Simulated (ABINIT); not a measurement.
## LiCaBr3 (Pm-3m): modes at Γ and the response to a field

Aim: the zone-centre modes of LiCaBr3 (Pm-3m).

Method: DFT LDA, scalar-relativistic, plane waves, PseudoDojo norm-conserving pseudopotentials, in ABINIT 10.8.3.

The structure was built from a prototype and need not be the compound's stable phase.

## 1. Set-up

It takes space group Pm-3m (No. 221, cubic). Conventional cell: a = 5.802 Å, b = 5.802 Å, c = 5.802 Å, α = 90.00°, β = 90.00°, γ = 90.00°. Nearest to Li lie 12 Br at 4.10 Å. Ca has 6 Br at 2.90 Å nearest. Nearest to Br lie 2 Ca at 2.90 Å. Farther neighbours and most contacts between anions are not listed.

## 2. A first look

A first run with smearing and empty bands tells whether the crystal has a gap, which decides between fixed occupations and smearing later on.

The input, probe.abi:

```
# ground state
tolvrs 1.0d-08
prtden 1
prtwf 1

# basis, mesh and filling
ecut 33.0
ngkpt 4 4 4
nshiftk 1
shiftk 0.0 0.0 0.0
istwfk *1
occopt 7
tsmear 0.005
nband 25
nstep 100
diemac 9.0
prtebands 0
prtgsr 0
useylm 1

# cell and atoms
acell 3*1.0 Angstrom
rprim 
    5.8016 0.0 0.0
    0.0 5.8016 0.0
    0.0 0.0 5.8016
ntypat 3
znucl 3 20 35
natom 5
typat 1 2 3 3 3
xred 
    0.0 0.0 0.0
    0.5 0.5 0.5
    0.5 0.5 0.0
    0.5 0.0 0.5
    0.0 0.5 0.5
pp_dirpath "./pseudo"
pseudos "Li.upf, Ca.upf, Br.upf"
```

Started as:

```bash
OMP_NUM_THREADS=1 mpirun -n 4 abinit probe.abi > probe.log
```

Numbers of over 12 decimals in the logs are rounded to 6 here.

probe.abo, the main output file:

```text
[banners, grids, parts of the stress and lines that vanish by symmetry left out]
- input  file    -> probe.abi
- output file    -> probe.abo
- root for input  files -> probei
[...]
Symmetries : space group Pm -3 m (#221); Bravais cP (primitive cubic)
[...]
mpw =       11992          nfft =      216000          nkpt =          10
[...]
== DATASET  1 ==================================================================
[...]
cutoff_energies: {ecut:  33.0, pawecutdg:  -1.0, }
[...]
ETOT  1  -93.347026196838    -9.335E+01 3.555E-02 2.421E+02
 ETOT  2  -93.404706580207    -5.768E-02 8.070E-02 6.124E+01
 ETOT  3  -93.409007142477    -4.301E-03 8.762E-03 1.521E+01
 ETOT  4  -93.409462589618    -4.554E-04 3.866E-03 1.136E+00
 ETOT  5  -93.409489111391    -2.652E-05 8.811E-04 5.276E-02
[...]
ETOT  9  -93.409491674319    -2.478E-10 5.111E-04 1.410E-07
 ETOT 10  -93.409491674332    -1.302E-11 3.014E-04 1.335E-09
 At SCF step   10       vres2   =  1.33E-09 < tolvrs=  1.00E-08 =>converged.
[...]
sigma(1 1)=  1.03072910E-04  sigma(3 2)=  0.00000000E+00
  sigma(2 2)=  1.03072910E-04  sigma(3 1)=  0.00000000E+00
  sigma(3 3)=  1.03072910E-04  sigma(2 1)=  0.00000000E+00
[...]
convergence: {deltae: -1.302E-11, res2:  1.335E-09, residm:  3.014E-04, diffor: null, }
etotal    :  -9.34094917E+01
[...]
sigma(1 1)=  1.03072910E-04  sigma(3 2)=  0.00000000E+00
  sigma(2 2)=  1.03072910E-04  sigma(3 1)=  0.00000000E+00
  sigma(3 3)=  1.03072910E-04  sigma(2 1)=  0.00000000E+00
[...]
- sigma(1 1)=  3.03250970E+00  sigma(3 2)=  0.00000000E+00
- sigma(2 2)=  3.03250970E+00  sigma(3 1)=  0.00000000E+00
- sigma(3 3)=  3.03250970E+00  sigma(2 1)=  0.00000000E+00
[...]
fcart     -0.0000000000E+00 -0.0000000000E+00 -0.0000000000E+00
           strten      1.0307290981E-04  1.0307290981E-04  1.0307290981E-04
================================================================================

[key lines of the parts left out:]
pressure_GPa:  -3.0325E+00
```

Elapsed: 30 s, on 4 MPI ranks of Arm Neoverse V2, shared host; 2 min of CPU time.

Read from the output:

```yaml
volume_per_atom: 39.05 Å³
pressure: -3.033 GPa
gap_on_the_k_mesh: 2.826 eV
```

A gap of 2.8 eV opens on this mesh, so the crystal is taken as an insulator; the printed pressure holds the stress of the finite basis too.

## 3. Rough relaxation

The typed start is rough, so a first relaxation with smearing and loose thresholds takes it towards rest cheaply.

The input, prerelax.abi:

```
# relaxation
ionmov 2
optcell 2
dilatmx 1.15
chkdilatmx 0
ntime 40
tolmxf 3.0d-04
tolvrs 1.0d-10
prtwf 0
prtden 0
chksymtnons 0

# basis, mesh and filling
ecut 33.0
ecutsm 3.0
ngkpt 4 4 4
nshiftk 1
shiftk 0.0 0.0 0.0
istwfk *1
occopt 7
tsmear 0.005
nband 25
nstep 100
diemac 9.0
prtebands 0
prtgsr 0
useylm 1

# cell and atoms
acell 3*1.0 Angstrom
rprim 
    5.8016 0.0 0.0
    0.0 5.8016 0.0
    0.0 0.0 5.8016
ntypat 3
znucl 3 20 35
natom 5
typat 1 2 3 3 3
xred 
    0.0 0.0 0.0
    0.5 0.5 0.5
    0.5 0.5 0.0
    0.5 0.0 0.5
    0.0 0.5 0.5
pp_dirpath "./pseudo"
pseudos "Li.upf, Ca.upf, Br.upf"
```

Started as:

```bash
OMP_NUM_THREADS=1 mpirun -n 4 abinit prerelax.abi > prerelax.log
```

prerelax.abo, the main output file:

```text
[banners, grids, parts of the stress and lines that vanish by symmetry left out]
- input  file    -> prerelax.abi
- output file    -> prerelax.abo
- root for input  files -> prerelaxi
[...]
Symmetries : space group Pm -3 m (#221); Bravais cP (primitive cubic)
[...]
mpw =       18184          nfft =      373248          nkpt =          10
[...]
== DATASET  1 ==================================================================
[...]
cutoff_energies: {ecut:  33.0, pawecutdg:  -1.0, }
[...]
ETOT  1  -93.340497202581    -9.334E+01 4.442E-02 4.261E+02
 ETOT  2  -93.404425416442    -6.393E-02 4.080E-02 1.050E+02
 ETOT  3  -93.408852218576    -4.427E-03 2.215E-02 2.605E+01
 ETOT  4  -93.409300499085    -4.483E-04 4.199E-03 1.978E+00
 ETOT  5  -93.409328859852    -2.836E-05 2.100E-03 8.668E-02
[...]
At SCF step   12       vres2   =  5.33E-12 < tolvrs=  1.00E-10 =>converged.
[...]
ETOT 10  -93.421885403825     1.502E-11 3.381E-06 5.182E-11
 At SCF step   10       vres2   =  5.18E-11 < tolvrs=  1.00E-10 =>converged.
[...]
sigma(1 1)=  8.85810337E-07  sigma(3 2)=  0.00000000E+00
  sigma(2 2)=  8.85810337E-07  sigma(3 1)=  0.00000000E+00
  sigma(3 3)=  8.85810337E-07  sigma(2 1)=  0.00000000E+00
[...]
convergence: {deltae:  1.502E-11, res2:  5.182E-11, residm:  3.381E-06, diffor: null, }
etotal    :  -9.34218854E+01
[...]
At Broyd/MD step   5, gradients are converged :
[...]
sigma(1 1)=  8.85810337E-07  sigma(3 2)=  0.00000000E+00
  sigma(2 2)=  8.85810337E-07  sigma(3 1)=  0.00000000E+00
  sigma(3 3)=  8.85810337E-07  sigma(2 1)=  0.00000000E+00
[...]
- sigma(1 1)=  2.60614399E-02  sigma(3 2)=  0.00000000E+00
- sigma(2 2)=  2.60614399E-02  sigma(3 1)=  0.00000000E+00
- sigma(3 3)=  2.60614399E-02  sigma(2 1)=  0.00000000E+00
[...]
fcart     -0.0000000000E+00 -0.0000000000E+00 -0.0000000000E+00
           strten      8.8581033721E-07  8.8581033721E-07  8.8581033721E-07
================================================================================

[key lines of the parts left out:]
pressure_GPa:  -2.6061E-02
Total energy (etotal) [Ha]= -9.34218854038251E+01
```

Elapsed: 4.7 min, on 4 MPI ranks; 19 min of CPU time.

Step by step:

```tsv
step	energy less that of the first step (eV)	largest force (eV/Å)	volume (Å³)
1	0.0000	0.0000	195.27
2	-0.0328	0.0000	193.49
3	-0.3017	0.0000	155.52
4	-0.3392	0.0000	166.40
5	-0.3416	0.0000	164.31
```

```tsv
conventional cell, symmetrised	before	after	change
a (Å)	5.802	5.477	-5.6 %
b (Å)	5.802	5.477	-5.6 %
c (Å)	5.802	5.477	-5.6 %
volume (Å³/atom)	39.05	32.86	-15.9 %
```

The relaxed structure:

```xyz
5
Lattice="5.4772 0.0000 0.0000 0.0000 5.4772 0.0000 0.0000 0.0000 5.4772" Properties=species:S:1:pos:R:3 pbc="T T T"
Li    0.0000    0.0000    0.0000
Ca    2.7386    2.7386    2.7386
Br    2.7386    2.7386    0.0000
Br    2.7386    0.0000    2.7386
Br    0.0000    2.7386    2.7386
```

This step gave:

```
volume per atom   : 32.86 Å³
pressure          : -0.02606 GPa
gap on the k-mesh : 2.833 eV
```

The volume changes by -15.9 % in this run and stands -15.9 % from the first cell.

## 4. Rough relaxation

The cell changed much, so the rough relaxation is repeated on a basis made for the new cell.

prerelax.abi: that of step 3 with these lines changed.

```diff
@@ -31,5 +31,5 @@
 rprim 
-    5.8016 0.0 0.0
-    0.0 5.8016 0.0
-    0.0 0.0 5.8016
+    5.47715146 0.0 0.0
+    0.0 5.47715146 0.0
+    0.0 0.0 5.47715146
 ntypat 3
```

prerelax.abo, the main output file:

```text
[banners, grids, parts of the stress and lines that vanish by symmetry left out]
- input  file    -> prerelax.abi
- output file    -> prerelax.abo
- root for input  files -> prerelaxi
[...]
Symmetries : space group Pm -3 m (#221); Bravais cP (primitive cubic)
[...]
mpw =       15318          nfft =      262144          nkpt =          10
[...]
== DATASET  1 ==================================================================
[...]
cutoff_energies: {ecut:  33.0, pawecutdg:  -1.0, }
[...]
ETOT  1  -93.355882987029    -9.336E+01 3.363E-02 3.470E+02
 ETOT  2  -93.417192376450    -6.131E-02 1.526E-02 9.424E+01
 ETOT  3  -93.421335713497    -4.143E-03 5.176E-03 1.956E+01
 ETOT  4  -93.421860074919    -5.244E-04 3.645E-03 1.059E+00
 ETOT  5  -93.421883542557    -2.347E-05 2.609E-03 5.049E-02
[...]
ETOT 10  -93.421885428315    -3.348E-11 5.626E-04 7.559E-10
 ETOT 11  -93.421885428296     1.894E-11 8.780E-05 5.801E-11
 At SCF step   11       vres2   =  5.80E-11 < tolvrs=  1.00E-10 =>converged.
[...]
sigma(1 1)=  8.85935163E-07  sigma(3 2)=  0.00000000E+00
  sigma(2 2)=  8.85935163E-07  sigma(3 1)=  0.00000000E+00
  sigma(3 3)=  8.85935163E-07  sigma(2 1)=  0.00000000E+00
[...]
convergence: {deltae:  1.894E-11, res2:  5.801E-11, residm:  8.780E-05, diffor: null, }
etotal    :  -9.34218854E+01
[...]
At Broyd/MD step   1, gradients are converged :
[...]
sigma(1 1)=  8.85935163E-07  sigma(3 2)=  0.00000000E+00
  sigma(2 2)=  8.85935163E-07  sigma(3 1)=  0.00000000E+00
  sigma(3 3)=  8.85935163E-07  sigma(2 1)=  0.00000000E+00
[...]
- sigma(1 1)=  2.60651124E-02  sigma(3 2)=  0.00000000E+00
- sigma(2 2)=  2.60651124E-02  sigma(3 1)=  0.00000000E+00
- sigma(3 3)=  2.60651124E-02  sigma(2 1)=  0.00000000E+00
[...]
fcart     -0.0000000000E+00 -0.0000000000E+00 -0.0000000000E+00
           strten      8.8593516264E-07  8.8593516264E-07  8.8593516264E-07
================================================================================

[key lines of the parts left out:]
pressure_GPa:  -2.6065E-02
Total energy (etotal) [Ha]= -9.34218854282962E+01
```

Run time: 37 s. Hardware: 4 MPI ranks.

Little changed from the start: no atom moved by 0.005 Å and no cell edge by 0.1 %.

This step gave:

```
pressure : -0.02607 GPa
```

The volume changes by +0.0 % in this run and stands -15.9 % from the first cell.

## 5. Relaxation

The harmonic expansion needs vanishing forces, and a free crystal bears no stress, so cell and atoms are brought to rest. Stress is more sensitive to the basis than forces are: the last 3 Ha under the cutoff are smoothed with ecutsm, and the cutoff is raised above that of the later runs.

The input, relax.abi:

```
# relaxation
ionmov 2
optcell 2
dilatmx 1.08
ntime 40
tolmxf 1.0d-05
tolvrs 1.0d-14
prtwf 0
prtden 0
chksymtnons 0

# basis, mesh and filling
ecut 41.0
ecutsm 3.0
ngkpt 4 4 4
nshiftk 1
shiftk 0.0 0.0 0.0
istwfk *1
occopt 1
nband 17
nstep 100
diemac 9.0
prtebands 0
prtgsr 0
useylm 1

# cell and atoms
acell 3*1.0 Angstrom
rprim 
    5.477151464 0.0 0.0
    0.0 5.477151464 0.0
    0.0 0.0 5.477151464
ntypat 3
znucl 3 20 35
natom 5
typat 1 2 3 3 3
xred 
    0.0 0.0 0.0
    0.5 0.5 0.5
    0.5 0.5 0.0
    0.5 0.0 0.5
    0.0 0.5 0.5
pp_dirpath "./pseudo"
pseudos "Li.upf, Ca.upf, Br.upf"
```

Started as:

```bash
OMP_NUM_THREADS=1 mpirun -n 4 abinit relax.abi > relax.log
```

relax.abo, the main output file:

```text
[banners, grids, parts of the stress and lines that vanish by symmetry left out]
- input  file    -> relax.abi
- output file    -> relax.abo
- root for input  files -> relaxi
[...]
Symmetries : space group Pm -3 m (#221); Bravais cP (primitive cubic)
[...]
mpw =       17592          nfft =      373248          nkpt =          10
[...]
== DATASET  1 ==================================================================
[...]
cutoff_energies: {ecut:  41.0, pawecutdg:  -1.0, }
[...]
ETOT  1  -93.329137049840    -9.333E+01 5.094E-02 4.059E+02
 ETOT  2  -93.418922557795    -8.979E-02 1.193E-04 1.310E+02
 ETOT  3  -93.421594757638    -2.672E-03 5.292E-05 2.770E+01
 ETOT  4  -93.422145849911    -5.511E-04 5.770E-06 7.509E-01
 ETOT  5  -93.422152742095    -6.892E-06 2.766E-07 2.752E-01
[...]
At SCF step   16       vres2   =  7.22E-15 < tolvrs=  1.00E-14 =>converged.
[...]
sigma(1 1)=  8.87001887E-07  sigma(3 2)=  0.00000000E+00
  sigma(2 2)=  8.87001887E-07  sigma(3 1)=  0.00000000E+00
  sigma(3 3)=  8.87001887E-07  sigma(2 1)=  0.00000000E+00
[...]
convergence: {deltae: -4.079E-12, res2:  7.219E-15, residm:  7.737E-19, diffor: null, }
etotal    :  -9.34221603E+01
[...]
ETOT  1  -93.422160300608    -9.342E+01 2.782E-08 3.741E-03
[...]
At SCF step   10       vres2   =  9.55E-15 < tolvrs=  1.00E-14 =>converged.
[...]
sigma(1 1)=  8.17953995E-07  sigma(3 2)=  0.00000000E+00
  sigma(2 2)=  8.17953995E-07  sigma(3 1)=  0.00000000E+00
  sigma(3 3)=  8.17953995E-07  sigma(2 1)=  0.00000000E+00
[...]
convergence: {deltae: -1.216E-11, res2:  9.554E-15, residm:  3.015E-18, diffor: null, }
etotal    :  -9.34221604E+01
[...]
ETOT  1  -93.422146197402    -9.342E+01 2.481E-08 5.245E-01
[...]
ETOT 11  -93.422160833115    -5.627E-12 1.312E-17 3.825E-13
 ETOT 12  -93.422160833116    -8.811E-13 3.025E-18 9.154E-15
 At SCF step   12       vres2   =  9.15E-15 < tolvrs=  1.00E-14 =>converged.
[...]
sigma(1 1)= -1.18967754E-09  sigma(3 2)=  0.00000000E+00
  sigma(2 2)= -1.18967754E-09  sigma(3 1)=  0.00000000E+00
  sigma(3 3)= -1.18967754E-09  sigma(2 1)=  0.00000000E+00
[...]
convergence: {deltae: -8.811E-13, res2:  9.154E-15, residm:  3.025E-18, diffor: null, }
etotal    :  -9.34221608E+01
[...]
At Broyd/MD step   3, gradients are converged :
[...]
sigma(1 1)= -1.18967754E-09  sigma(3 2)=  0.00000000E+00
  sigma(2 2)= -1.18967754E-09  sigma(3 1)=  0.00000000E+00
  sigma(3 3)= -1.18967754E-09  sigma(2 1)=  0.00000000E+00
[...]
- sigma(1 1)= -3.50015218E-05  sigma(3 2)=  0.00000000E+00
- sigma(2 2)= -3.50015218E-05  sigma(3 1)=  0.00000000E+00
- sigma(3 3)= -3.50015218E-05  sigma(2 1)=  0.00000000E+00
[...]
fcart     -0.0000000000E+00 -0.0000000000E+00 -0.0000000000E+00
           strten     -1.1896775442E-09 -1.1896775448E-09 -1.1896775440E-09
================================================================================

[key lines of the parts left out:]
pressure_GPa:   3.5002E-05
Total energy (etotal) [Ha]= -9.34221608331162E+01
```

It took 2 min on 4 MPI ranks.

Little changed from the start: no atom moved by 0.005 Å and no cell edge by 0.1 %.

Read from the output:

```
volume per atom : 32.83 Å³
pressure        : 3.50e-5 GPa
```

The volume changes by -0.1 % in this run and stands -15.9 % from the first cell.

## 6. Self-consistent run for the response

First-order wavefunctions inherit every error of the ground state, hence the very tight tolvrs.

The input, gs.abi:

```
# ground state
tolvrs 1.0d-16
prtden 1
prtwf 1

# basis, mesh and filling
ecut 33.0
ngkpt 4 4 4
nshiftk 1
shiftk 0.0 0.0 0.0
istwfk *1
occopt 1
nband 17
nstep 100
diemac 9.0
prtebands 0
prtgsr 0
useylm 1

# cell and atoms
acell 3*1.0 Angstrom
rprim 
    5.47528094 0.0 0.0
    0.0 5.47528094 0.0
    0.0 0.0 5.47528094
ntypat 3
znucl 3 20 35
natom 5
typat 1 2 3 3 3
xred 
    0.0 0.0 0.0
    0.5 0.5 0.5
    0.5 0.5 0.0
    0.5 0.0 0.5
    0.0 0.5 0.5
pp_dirpath "./pseudo"
pseudos "Li.upf, Ca.upf, Br.upf"
```

Started as:

```bash
OMP_NUM_THREADS=1 mpirun -n 4 abinit gs.abi > gs.log
```

gs.abo, the main output file:

```text
[banners, grids, parts of the stress and lines that vanish by symmetry left out]
- input  file    -> gs.abi
- output file    -> gs.abo
- root for input  files -> gsi
[...]
Symmetries : space group Pm -3 m (#221); Bravais cP (primitive cubic)
[...]
mpw =       10068          nfft =      157464          nkpt =          10
[...]
== DATASET  1 ==================================================================
[...]
cutoff_energies: {ecut:  33.0, pawecutdg:  -1.0, }
[...]
ETOT  1  -93.364275236710    -9.336E+01 5.535E-02 2.105E+02
 ETOT  2  -93.417838814980    -5.356E-02 9.958E-05 5.386E+01
 ETOT  3  -93.421476076806    -3.637E-03 6.922E-05 1.172E+01
 ETOT  4  -93.422024695424    -5.486E-04 5.712E-06 4.853E-01
 ETOT  5  -93.422043682674    -1.899E-05 3.741E-07 4.089E-02
[...]
ETOT 16  -93.422046718492     4.590E-12 3.357E-19 5.630E-16
 ETOT 17  -93.422046718491     8.384E-13 5.488E-20 2.284E-17
 At SCF step   17       vres2   =  2.28E-17 < tolvrs=  1.00E-16 =>converged.
[...]
sigma(1 1)=  1.46322335E-06  sigma(3 2)=  0.00000000E+00
  sigma(2 2)=  1.46322335E-06  sigma(3 1)=  0.00000000E+00
  sigma(3 3)=  1.46322335E-06  sigma(2 1)=  0.00000000E+00
[...]
convergence: {deltae:  8.384E-13, res2:  2.284E-17, residm:  5.488E-20, diffor: null, }
etotal    :  -9.34220467E+01
[...]
sigma(1 1)=  1.46322335E-06  sigma(3 2)=  0.00000000E+00
  sigma(2 2)=  1.46322335E-06  sigma(3 1)=  0.00000000E+00
  sigma(3 3)=  1.46322335E-06  sigma(2 1)=  0.00000000E+00
[...]
- sigma(1 1)=  4.30495172E-02  sigma(3 2)=  0.00000000E+00
- sigma(2 2)=  4.30495172E-02  sigma(3 1)=  0.00000000E+00
- sigma(3 3)=  4.30495172E-02  sigma(2 1)=  0.00000000E+00
[...]
fcart     -0.0000000000E+00 -0.0000000000E+00 -0.0000000000E+00
           strten      1.4632233492E-06  1.4632233492E-06  1.4632233492E-06
================================================================================

[key lines of the parts left out:]
pressure_GPa:  -4.3050E-02
```

Wall time 27 s (4 MPI ranks); 1.8 min of CPU time.

Numbers from this step:

```
pressure : -0.04305 GPa
```

The cell stands at -0.043 GPa, close enough for phonons.

## 7. Empty bands

Empty bands on the ground state's density check that the gap assumed so far is there in this cell.

The input, gap.abi:

```
# empty bands on the ground state's density
iscf -2
getden_filepath "gso_DEN"
tolwfr 1.0d-12
nbdbuf 2
prtwf 0

# basis, mesh and filling
ecut 33.0
ngkpt 4 4 4
nshiftk 1
shiftk 0.0 0.0 0.0
istwfk *1
occopt 1
nband 21
nstep 100
diemac 9.0
prtebands 0
prtgsr 0
useylm 1

# cell and atoms
acell 3*1.0 Angstrom
rprim 
    5.47528094 0.0 0.0
    0.0 5.47528094 0.0
    0.0 0.0 5.47528094
ntypat 3
znucl 3 20 35
natom 5
typat 1 2 3 3 3
xred 
    0.0 0.0 0.0
    0.5 0.5 0.5
    0.5 0.5 0.0
    0.5 0.0 0.5
    0.0 0.5 0.5
pp_dirpath "./pseudo"
pseudos "Li.upf, Ca.upf, Br.upf"
```

Started as:

```bash
OMP_NUM_THREADS=1 mpirun -n 4 abinit gap.abi > gap.log
```

gap.abo, the main output file:

```text
[banners, grids, parts of the stress and lines that vanish by symmetry left out]
- input  file    -> gap.abi
- output file    -> gap.abo
- root for input  files -> gapi
[...]
Symmetries : space group Pm -3 m (#221); Bravais cP (primitive cubic)
[...]
mpw =       10068          nfft =      157464          nkpt =          10
[...]
== DATASET  1 ==================================================================
[...]
cutoff_energies: {ecut:  33.0, pawecutdg:  -1.0, }
[...]
-outvars: echo values of variables after computation
            acell      1.8897261259E+00  1.8897261259E+00  1.8897261259E+00 Bohr
================================================================================
```

Elapsed: 31 s, on 4 MPI ranks; 2.1 min of CPU time.

In this cell the gap on the mesh is 2.8 eV, indirect (smallest direct 3.2 eV), so fixed occupations hold.

(Continued in part 2 of 2.)

[Host names and launcher messages were left out of these logs when they were recorded.]

[Logs are printed without paths, hosts, clocks, repeated set-up lines and the standing remarks that a program may print on its own settings, such as how far it seeks lower states.]

[Hosts, paths, dates, database ids (printed as entryN), source tags and the programs' standing remarks are cut or masked in the printed files.]
